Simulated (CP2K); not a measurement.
Consider cyclopropene at its PBE geometry (Å).

```xyz
7

C    -0.5677    0.6736    0.0971
C    -0.6336   -0.6135   -0.0763
C     0.7682   -0.0373   -0.0155
H    -1.0689    1.6234    0.2356
H    -1.2264   -1.5129   -0.1877
H     1.3752   -0.1901    0.8842
H     1.3533    0.0568   -0.9373
```

Method: CP2K XAS_TDP, all-electron GAPW, PBEh(45%), aug-cc-pVTZ, TDA, GW2X-corrected core level, no relativity.

**Question.** Where do the C K-edge lines lie, and how strong are they?

Leading lines: C1 285.49 eV and C3 289.36 eV. The leading line of an atom is its first one with 35 % of the strongest within 2.5 eV of its lowest line over the strength cut. Core ionisation energies at this level: C1 290.68 and C3 290.82 eV.

The first six lines of each atom with a strength over 0.0015:

| atom | energy (eV) | states | strength, one atom | above the computed threshold |
| --- | --- | --- | --- | --- |
| C1 (bonded to 2 C and H), 2 alike | 285.49 | 1 | 0.0520 |  |
|  | 288.81 | 1 | 0.0069 |  |
|  | 289.37 | 1 | 0.0052 |  |
|  | 289.82 | 1 | 0.0017 |  |
|  | 290.28 | 1 | 0.0281 |  |
|  | 290.44 | 1 | 0.0066 |  |
| C3 (bonded to 2 C and 2 H) | 289.01 | 1 | 0.0027 |  |
|  | 289.36 | 1 | 0.0230 |  |
|  | 289.59 | 1 | 0.0174 |  |
|  | 289.80 | 1 | 0.0021 |  |
|  | 290.22 | 1 | 0.0230 |  |
|  | 290.94 | 2 | 0.0140 | yes |

Lines are vertical, at one geometry, with no vibrational structure. GW2X ionisation energies and lines can be off by 1 to 2 eV either way, and a good line position may hide errors that cancel. These values hold no scalar relativity, about 0.1 eV for C 1s. Rydberg lines, and the discretised continuum above threshold, depend on the basis and the box.

[Banner, clock and machine lines of the logs are left out without a mark of their own.]

[Logs are printed without paths, hosts, clocks, repeated set-up lines and the standing remarks that a program may print on its own settings, such as how far it seeks lower states.]

[Hosts, paths, dates, database ids (printed as entryN), source tags and the programs' standing remarks are cut or masked in the printed files.]
